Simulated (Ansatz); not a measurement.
# Na on Al(111): change of the work function, part 2 of 3

Aim: the work function of Al(111) at several coverages of Na (fcc site), and the dipole that each adsorbate carries.

Ansatz 0.2.0; plane-wave DFT, PBE, Ansatz PAW.

So far, work function, upper face (eV): step 2 (the clean slab) 4.02.

## Step 3: The covered slab, k-mesh 4×4×1, coverage 0.111 ML

System of this step: Na/Al(111). The cell holds 37 atoms: 36 Al and 1 Na. Its edges and angles: a = 8.591 Å, b = 8.591 Å, c = 27.408 Å, α = 90.0°, β = 90.0°, γ = 60.0°. Vacuum lies along c.

The clean slab as it ended is repeated in the plane and the adsorbate is set on one face; the cell's size fixes the coverage, and the k-mesh shrinks with it to keep the sampling density about even. Adsorbate and upper layers relax, since the dipole depends on the height.

File input.yaml:

```yaml
crystal:
  lattice:
    - [8.5913473915, 0.0, 0.0]
    - [4.2956736957, 7.4403250937, 0.0]
    - [0.0, 0.0, 27.4079769186]
  atoms:
    - { symbol: Al, position: [0.0, 0.0, 0.328371555] }
    - { symbol: Al, position: [0.1111111111, 0.1111111111, 0.4136849875] }
    - { symbol: Al, position: [0.2222222222, 0.2222222222, 0.4970800924] }
    - { symbol: Al, position: [0.0, 0.0, 0.5822214559] }
    - { symbol: Al, position: [0.0, 0.3333333333, 0.328371555] }
    - { symbol: Al, position: [0.1111111111, 0.4444444444, 0.4136849875] }
    - { symbol: Al, position: [0.2222222222, 0.5555555556, 0.4970800924] }
    - { symbol: Al, position: [0.0, 0.3333333333, 0.5822214559] }
    - { symbol: Al, position: [0.0, 0.6666666667, 0.328371555] }
    - { symbol: Al, position: [0.1111111111, 0.7777777778, 0.4136849875] }
    - { symbol: Al, position: [0.2222222222, 0.8888888889, 0.4970800924] }
    - { symbol: Al, position: [0.0, 0.6666666667, 0.5822214559] }
    - { symbol: Al, position: [0.3333333333, 0.0, 0.328371555] }
    - { symbol: Al, position: [0.4444444444, 0.1111111111, 0.4136849875] }
    - { symbol: Al, position: [0.5555555556, 0.2222222222, 0.4970800924] }
    - { symbol: Al, position: [0.3333333333, 0.0, 0.5822214559] }
    - { symbol: Al, position: [0.3333333333, 0.3333333333, 0.328371555] }
    - { symbol: Al, position: [0.4444444444, 0.4444444444, 0.4136849875] }
    - { symbol: Al, position: [0.5555555556, 0.5555555556, 0.4970800924] }
    - { symbol: Al, position: [0.3333333333, 0.3333333333, 0.5822214559] }
    - { symbol: Al, position: [0.3333333333, 0.6666666667, 0.328371555] }
    - { symbol: Al, position: [0.4444444444, 0.7777777778, 0.4136849875] }
    - { symbol: Al, position: [0.5555555556, 0.8888888889, 0.4970800924] }
    - { symbol: Al, position: [0.3333333333, 0.6666666667, 0.5822214559] }
    - { symbol: Al, position: [0.6666666667, 0.0, 0.328371555] }
    - { symbol: Al, position: [0.7777777778, 0.1111111111, 0.4136849875] }
    - { symbol: Al, position: [0.8888888889, 0.2222222222, 0.4970800924] }
    - { symbol: Al, position: [0.6666666667, 0.0, 0.5822214559] }
    - { symbol: Al, position: [0.6666666667, 0.3333333333, 0.328371555] }
    - { symbol: Al, position: [0.7777777778, 0.4444444444, 0.4136849875] }
    - { symbol: Al, position: [0.8888888889, 0.5555555556, 0.4970800924] }
    - { symbol: Al, position: [0.6666666667, 0.3333333333, 0.5822214559] }
    - { symbol: Al, position: [0.6666666667, 0.6666666667, 0.328371555] }
    - { symbol: Al, position: [0.7777777778, 0.7777777778, 0.4136849875] }
    - { symbol: Al, position: [0.8888888889, 0.8888888889, 0.4970800924] }
    - { symbol: Al, position: [0.6666666667, 0.6666666667, 0.5822214559] }
    - { symbol: Na, position: [0.1111111111, 0.1111111111, 0.671628445] }
kpoints:
  mp_grid: { grid: [4, 4, 1] }
hamiltonian:
  xc: pbe
scf:
  occupations: { method: fermi_dirac, width: 0.1 }
  convergence: { dr2_threshold: 1.0e-08 }
efield:
  axis: 3
  dipole_correction: true
  ramp_position: 0.97
  ramp_width: 0.06
relax:
  f_tol: 0.02
  max_steps: 60
  constraints:
    - { sites: [0, 1, 4, 5, 8, 9, 12, 13, 16, 17, 20, 21, 24, 25, 28, 29, 32, 33] }
output:
  write_potential: true
  write_density: true
  volumetric_format: npy
```

Run with:

```console
> ansatz run input.yaml --threads 2 --pin off --max-ram 4096MiB --backend cpu --events-out ev --progress --plain --runs-dir out
```

Standard output:

```text
[...]
Crystal: 37 atoms, lattice volume = 1751.984 Å³
Basis set: ecut = 420 eV, 34225 PW (Γ), exchange–correlation on 120×120×384 points (8 copies of the dense FFT grid, shifted against one another)
Bands: 96, of which v1, the nominal top of the filled ones, is band 59 counted from 1 (58 counted from 0)
Symmetry: 6 space group operations
[...]
k-points: 4 of 16 (time reversal used)
[...]
SCF iter   1: F=—  HF=-20830.133914 eV  |F-HF|=—  |Δ(HF+E_count)|=         —  Δρ=1.28e-3  dr2=2.96e-1  ethr=1.77e-3  p=0.500 e·Å  D=5.17e-2 V/Å  ΔV_dip=-1.42 eV  dr2_dipole=1.39e-3  V_vac-E_F(+/−)=2.54/3.96 eV  ⟨swp⟩=21.2  Hψ=2946  notcnv=0  defer=5
[...]
SCF iter   8: F=-20830.128390 eV  HF=-20830.128390 eV  |F-HF|=9.73e-9  |Δ(HF+E_count)|=   2.73e-8  Δρ=2.52e-7  dr2=1.77e-9  ethr=8.55e-12  p=0.526 e·Å  D=5.44e-2 V/Å  ΔV_dip=-1.49 eV  dr2_dipole=4.14e-12  V_vac-E_F(+/−)=2.58/4.07 eV  ⟨swp⟩=10.8  Hψ=2366  notcnv=0
SCF 1 converged in 8 iterations: F = -20830.128390 eV  dr2 = 1.77e-9
[...]
relax step   1: F+E_penalty+E_count = -20830.12839029 eV  Δ(F+E_penalty+E_count) = +0.000e0 eV  max|allowed force component| = 4.962e-1 eV/Å  Δτ_max = 0.0000 Å  (8 SCF iters, accepted)
[...]
SCF iter   7: F=-20830.170180 eV  HF=-20830.170180 eV  |F-HF|=2.19e-9  |Δ(HF+E_count)|=   5.05e-8  Δρ=1.97e-7  dr2=2.49e-9  ethr=8.55e-12  p=0.546 e·Å  D=5.64e-2 V/Å  ΔV_dip=-1.55 eV  dr2_dipole=2.39e-10  V_vac-E_F(+/−)=2.53/4.07 eV  ⟨swp⟩=11.0  Hψ=2435  notcnv=0
SCF 2 converged in 7 iterations: F = -20830.170180 eV  dr2 = 2.49e-9
relax step   2: F+E_penalty+E_count = -20830.17017979 eV  Δ(F+E_penalty+E_count) = -4.179e-2 eV  max|allowed force component| = 2.227e-1 eV/Å  Δτ_max = 0.0952 Å  (7 SCF iters, accepted)
SCF iter   1: F=—  HF=-20830.180255 eV  |F-HF|=—  |Δ(HF+E_count)|=         —  Δρ=2.97e-4  dr2=9.78e-3  ethr=1.67e-4  p=0.546 e·Å  D=5.64e-2 V/Å  ΔV_dip=-1.55 eV  dr2_dipole=3.71e-3  V_vac-E_F(+/−)=2.52/4.07 eV  ⟨swp⟩=4.0  Hψ=1015  notcnv=0  defer=10
[...]
SCF iter   7: F=-20830.180125 eV  HF=-20830.180125 eV  |F-HF|=1.33e-9  |Δ(HF+E_count)|=   4.67e-8  Δρ=1.76e-7  dr2=2.72e-9  ethr=8.55e-12  p=0.569 e·Å  D=5.88e-2 V/Å  ΔV_dip=-1.61 eV  dr2_dipole=5.69e-10  V_vac-E_F(+/−)=2.46/4.07 eV  ⟨swp⟩=10.5  Hψ=2328  notcnv=0
SCF 3 converged in 7 iterations: F = -20830.180125 eV  dr2 = 2.72e-9
relax step   3: F+E_penalty+E_count = -20830.18012509 eV  Δ(F+E_penalty+E_count) = -9.945e-3 eV  max|allowed force component| = 2.581e-2 eV/Å  Δτ_max = 0.1080 Å  (7 SCF iters, accepted)
SCF iter   1: F=—  HF=-20830.180807 eV  |F-HF|=—  |Δ(HF+E_count)|=         —  Δρ=6.28e-5  dr2=2.37e-4  ethr=2.49e-6  p=0.569 e·Å  D=5.88e-2 V/Å  ΔV_dip=-1.61 eV  dr2_dipole=2.29e-5  V_vac-E_F(+/−)=2.46/4.07 eV  ⟨swp⟩=2.0  Hψ=838  notcnv=0  defer=10
[...]
SCF iter   5: F=-20830.180538 eV  HF=-20830.180538 eV  |F-HF|=2.24e-8  |Δ(HF+E_count)|=   7.47e-8  Δρ=4.22e-7  dr2=8.67e-9  ethr=8.55e-12  p=0.566 e·Å  D=5.85e-2 V/Å  ΔV_dip=-1.60 eV  dr2_dipole=4.93e-11  V_vac-E_F(+/−)=2.47/4.07 eV  ⟨swp⟩=11.8  Hψ=2566  notcnv=0
SCF 4 converged in 5 iterations: F = -20830.180538 eV  dr2 = 8.67e-9
relax step   4: F+E_penalty+E_count = -20830.18053815 eV  Δ(F+E_penalty+E_count) = -4.131e-4 eV  max|allowed force component| = 2.312e-3 eV/Å  Δτ_max = 0.0147 Å  (5 SCF iters, accepted)
NSCF: frozen V_eff on 4 k-points
the search or the solves at the SCF's close seem to have found levels that the self-consistency loop had missed (the run counts 3). By its estimate they hold under 1e-12 electrons; where the run keeps them, the occupations were computed again with them
SCF converged after 5 iterations
Free energy (F): -20830.180538 eV
[...]
Internal energy: -20829.637606 eV  (E = F + TS)
E sigma→0 (E₀):  -20829.909072 eV
Entropy (-TS):   -0.542932 eV (-14.674 meV/atom)
Fermi energy:    0.662122 eV
Dipole field:    D = 0.058481 V/Å  (p = 0.566220 e·Å, saw-weighted, corrected)
Work function:   Φ+ = 2.4672 eV   Φ− = 4.0701 eV
[...]
--- Forces (eV/Å), atoms counted from 1 ---
  atom   1  Al     0.02089499     0.01206373    -0.04229279
  atom   2  Al     0.00000000    -0.00000000    -0.00156746
  atom   3  Al    -0.00039287    -0.00022683     0.00191822
  atom   4  Al    -0.00074364    -0.00042934    -0.00051979
  atom   5  Al     0.00000000    -0.02412746    -0.04229279
  atom   6  Al    -0.00223146    -0.03765310     0.01208341
  atom   7  Al     0.00053669    -0.00030986     0.00129935
  atom   8  Al    -0.00000000     0.00085868    -0.00051979
  atom   9  Al     0.01158759    -0.00669010     0.00940350
  atom  10  Al     0.03149281     0.02075905     0.01208341
  atom  11  Al    -0.00000000     0.00045365     0.00191822
  atom  12  Al     0.00031006    -0.00017901    -0.00125803
  atom  13  Al    -0.02089499     0.01206373    -0.04229279
  atom  14  Al    -0.03372427     0.01689404     0.01208341
  atom  15  Al    -0.00000000     0.00061972     0.00129935
  atom  16  Al     0.00074364    -0.00042934    -0.00051979
  atom  17  Al    -0.02122750    -0.01225570    -0.00831450
  atom  18  Al    -0.00000000    -0.00000000     0.02959281
  atom  19  Al    -0.00053669    -0.00030986     0.00129935
  atom  20  Al     0.00038717     0.00022353    -0.00017783
  atom  21  Al    -0.00000000     0.02451141    -0.00831450
  atom  22  Al    -0.03149281     0.02075905     0.01208341
  atom  23  Al     0.00012724    -0.00007346    -0.00089525
  atom  24  Al     0.00000000    -0.00044706    -0.00017783
  atom  25  Al    -0.00000000     0.01338019     0.00940350
  atom  26  Al     0.03372427     0.01689404     0.01208341
  atom  27  Al     0.00039287    -0.00022683     0.00191822
  atom  28  Al    -0.00000000     0.00035803    -0.00125803
  atom  29  Al     0.02122750    -0.01225570    -0.00831450
  atom  30  Al     0.00223146    -0.03765310     0.01208341
  atom  31  Al    -0.00000000     0.00014692    -0.00089525
  atom  32  Al    -0.00038717     0.00022353    -0.00017783
  atom  33  Al    -0.01158759    -0.00669010     0.00940350
  atom  34  Al    -0.00000000    -0.00000000     0.01967515
  atom  35  Al    -0.00012724    -0.00007346    -0.00089525
  atom  36  Al    -0.00031006    -0.00017901    -0.00125803
  atom  37  Na     0.00000000     0.00000000     0.00231221
  max |Σ_I F_I| component: 1.82e-6 eV/Å
--- Band table (eV) ---
  k-point 0: bands = [... 55 lower, 0.0412, 0.2687, 0.2687, 0.2765, 0.2981, 0.2997, 0.2997, 1.0071, ... 33 higher]
  k-point 1: bands = [... 55 lower, 0.3538, 0.3613, 0.4623, 0.4678, 0.4916, 0.6104, 0.6147, 1.1773, ... 33 higher]
  k-point 2: bands = [... 55 lower, 0.5460, 0.7089, 0.7674, 0.8968, 0.9207, 0.9268, 0.9317, 1.5310, ... 33 higher]
  k-point 3: bands = [... 55 lower, 0.4401, 0.7388, 0.7550, 0.9328, 0.9558, 1.0054, 1.0617, 1.1640, ... 33 higher]
--- Relaxed structure (4 steps of the walk, 4 accepted, 0 SCFs on fresh bases) ---
  F+E_penalty+E_count = -20830.18053815 eV   max|allowed force component| = 2.312e-3 eV/Å
  atoms:
    - { symbol: Al, position: [1.111111e-11, 1.111111e-11, 0.328371555] }
    - { symbol: Al, position: [0.111111, 0.111111, 0.413685] }
    - { symbol: Al, position: [0.222008, 0.222008, 0.497813] }
    - { symbol: Al, position: [-0.00140882, -0.00140882, 0.582688] }
    - { symbol: Al, position: [1.111111e-11, 0.333333, 0.328371555] }
    - { symbol: Al, position: [0.111111, 0.444444, 0.413685] }
    - { symbol: Al, position: [0.222456, 0.555439, 0.497628] }
    - { symbol: Al, position: [-0.00140882, 0.336151, 0.582688] }
    - { symbol: Al, position: [-2.222217e-11, 0.666667, 0.328371555] }
    - { symbol: Al, position: [0.111111, 0.777778, 0.413685] }
    - { symbol: Al, position: [0.222008, 0.889317, 0.497813] }
    - { symbol: Al, position: [-1.549145e-5, 0.666674, 0.582799] }
    - { symbol: Al, position: [0.333333, 1.111111e-11, 0.328371555] }
    - { symbol: Al, position: [0.444444, 0.111111, 0.413685] }
    - { symbol: Al, position: [0.555439, 0.222456, 0.497628] }
    - { symbol: Al, position: [0.336151, -0.00140882, 0.582688] }
    - { symbol: Al, position: [0.333333, 0.333333, 0.328371555] }
    - { symbol: Al, position: [0.444444, 0.444444, 0.413685] }
    - { symbol: Al, position: [0.555439, 0.555439, 0.497628] }
    - { symbol: Al, position: [0.333068, 0.333068, 0.583658] }
    - { symbol: Al, position: [0.333333, 0.666667, 0.328371555] }
    - { symbol: Al, position: [0.444444, 0.777778, 0.413685] }
    - { symbol: Al, position: [0.555365, 0.888984, 0.497316] }
    - { symbol: Al, position: [0.333068, 0.667197, 0.583658] }
    - { symbol: Al, position: [0.666667, -2.222220e-11, 0.328371555] }
    - { symbol: Al, position: [0.777778, 0.111111, 0.413685] }
    - { symbol: Al, position: [0.889317, 0.222008, 0.497813] }
    - { symbol: Al, position: [0.666674, -1.549145e-5, 0.582799] }
    - { symbol: Al, position: [0.666667, 0.333333, 0.328371555] }
    - { symbol: Al, position: [0.777778, 0.444444, 0.413685] }
    - { symbol: Al, position: [0.888984, 0.555365, 0.497316] }
    - { symbol: Al, position: [0.667197, 0.333068, 0.583658] }
    - { symbol: Al, position: [0.666667, 0.666667, 0.328371555] }
    - { symbol: Al, position: [0.777778, 0.777778, 0.413685] }
    - { symbol: Al, position: [0.888984, 0.888984, 0.497316] }
    - { symbol: Al, position: [0.666674, 0.666674, 0.582799] }
    - { symbol: Na, position: [0.111111, 0.111111, 0.678509] }
```

The job ended after 2.5 min (2 threads of Arm Neoverse V1, shared host; peak memory 2.1 GiB).

Relaxation path:

```tsv
step	energy less that of the first step (eV)	largest force component (eV/Å)
1	0.0000	0.4962
2	-0.0418	0.2227
3	-0.0517	0.0258
4	-0.0521	0.0023
```

Forces are held to the 6 operations that the program found; a distortion that breaks them can't arise in this run.

The atoms that moved most (Å):

```tsv
atom	dx	dy	dz	length
Na37	0.000	0.000	0.189	0.189
Al24	0.000	0.004	0.039	0.040
Al20	-0.003	-0.002	0.039	0.040
Al32	0.003	-0.002	0.039	0.040
Al4	-0.018	-0.010	0.013	0.025
Al8	0.000	0.021	0.013	0.025
Al16	0.018	-0.010	0.013	0.025
Al3	-0.003	-0.002	0.020	0.020
```

Final coordinates:

```cif
data_structure
_symmetry_space_group_name_H-M 'P 1'
_symmetry_Int_Tables_number 1
_cell_length_a 8.5913
_cell_length_b 8.5913
_cell_length_c 27.4080
_cell_angle_alpha 90.000
_cell_angle_beta 90.000
_cell_angle_gamma 60.000
_cell_volume 1751.98
loop_
_atom_site_label
_atom_site_type_symbol
_atom_site_fract_x
_atom_site_fract_y
_atom_site_fract_z
_atom_site_occupancy
Al1 Al 0.00000 0.00000 0.32837 1
Al2 Al 0.11111 0.11111 0.41368 1
Al3 Al 0.22201 0.22201 0.49781 1
Al4 Al 0.99859 0.99859 0.58269 1
Al5 Al 0.00000 0.33333 0.32837 1
Al6 Al 0.11111 0.44444 0.41368 1
Al7 Al 0.22246 0.55544 0.49763 1
Al8 Al 0.99859 0.33615 0.58269 1
Al9 Al 0.00000 0.66667 0.32837 1
Al10 Al 0.11111 0.77778 0.41368 1
Al11 Al 0.22201 0.88932 0.49781 1
Al12 Al 0.99998 0.66667 0.58280 1
Al13 Al 0.33333 0.00000 0.32837 1
Al14 Al 0.44444 0.11111 0.41368 1
Al15 Al 0.55544 0.22246 0.49763 1
Al16 Al 0.33615 0.99859 0.58269 1
Al17 Al 0.33333 0.33333 0.32837 1
Al18 Al 0.44444 0.44444 0.41368 1
Al19 Al 0.55544 0.55544 0.49763 1
Al20 Al 0.33307 0.33307 0.58366 1
Al21 Al 0.33333 0.66667 0.32837 1
Al22 Al 0.44444 0.77778 0.41368 1
Al23 Al 0.55537 0.88898 0.49732 1
Al24 Al 0.33307 0.66720 0.58366 1
Al25 Al 0.66667 0.00000 0.32837 1
Al26 Al 0.77778 0.11111 0.41368 1
Al27 Al 0.88932 0.22201 0.49781 1
Al28 Al 0.66667 0.99998 0.58280 1
Al29 Al 0.66667 0.33333 0.32837 1
Al30 Al 0.77778 0.44444 0.41368 1
Al31 Al 0.88898 0.55537 0.49732 1
Al32 Al 0.66720 0.33307 0.58366 1
Al33 Al 0.66667 0.66667 0.32837 1
Al34 Al 0.77778 0.77778 0.41368 1
Al35 Al 0.88898 0.88898 0.49732 1
Al36 Al 0.66667 0.66667 0.58280 1
Na37 Na 0.11111 0.11111 0.67851 1
```

Numbers from this step:

- energy at zero smearing: -20829.9091 eV
- work function, upper face: 2.467 eV
- work function, lower face: 4.070 eV
- dipole along the normal: 0.5662 e·Å
- step between the vacuum levels: -1.603 eV

Running mean over 2.338 Å of the planar mean; the ramp of the sawtooth is left out. The electron's electrostatic potential energy less the Fermi level by z:

```tsv
z (Å)	electron's electrostatic potential energy less the Fermi level (eV)
3.5	4.07
4.0	4.07
4.5	4.07
5.0	4.06
5.5	4.04
6.0	3.97
6.5	3.74
7.0	2.97
7.5	1.03
8.0	-1.34
8.5	-3.45
9.0	-4.39
9.5	-4.54
10.0	-4.56
10.5	-4.58
11.0	-4.59
11.5	-4.62
12.0	-4.71
12.5	-4.73
13.0	-4.71
13.5	-4.61
14.0	-4.58
14.5	-4.56
15.0	-4.54
15.5	-4.53
16.0	-4.37
16.5	-3.45
17.0	-1.52
17.5	0.368
18.0	1.75
18.5	2.11
19.0	2.08
19.5	2.08
20.0	2.29
20.5	2.41
21.0	2.44
21.5	2.46
22.0	2.46
22.5	2.47
23.0	2.47
23.5	2.47
24.0	2.47
```

The relaxation took 4 steps and lowered the energy by 0.052 eV; the largest force on the free atoms ends at 0.0023 eV/Å.

The covered face has 2.47 eV, -1.55 eV against the clean one; the bare back face has moved by +0.05 eV, a measure of how thin the slab is.

(Continued in part 3 of 3.)

[Long decimals in the printed logs are rounded to 6 places.]

[Logs are printed without paths, hosts, clocks, repeated set-up lines and the standing remarks that a program may print on its own settings, such as how far it seeks lower states.]

[Hosts, paths, dates, database ids (printed as entryN), source tags and the programs' standing remarks are cut or masked in the printed files.]

[Maps of the electrostatic potential energy from Ansatz leave out the sawtooth potential of an applied field or a dipole correction, so their vacuum need not be flat; planar profiles and work functions include it.]
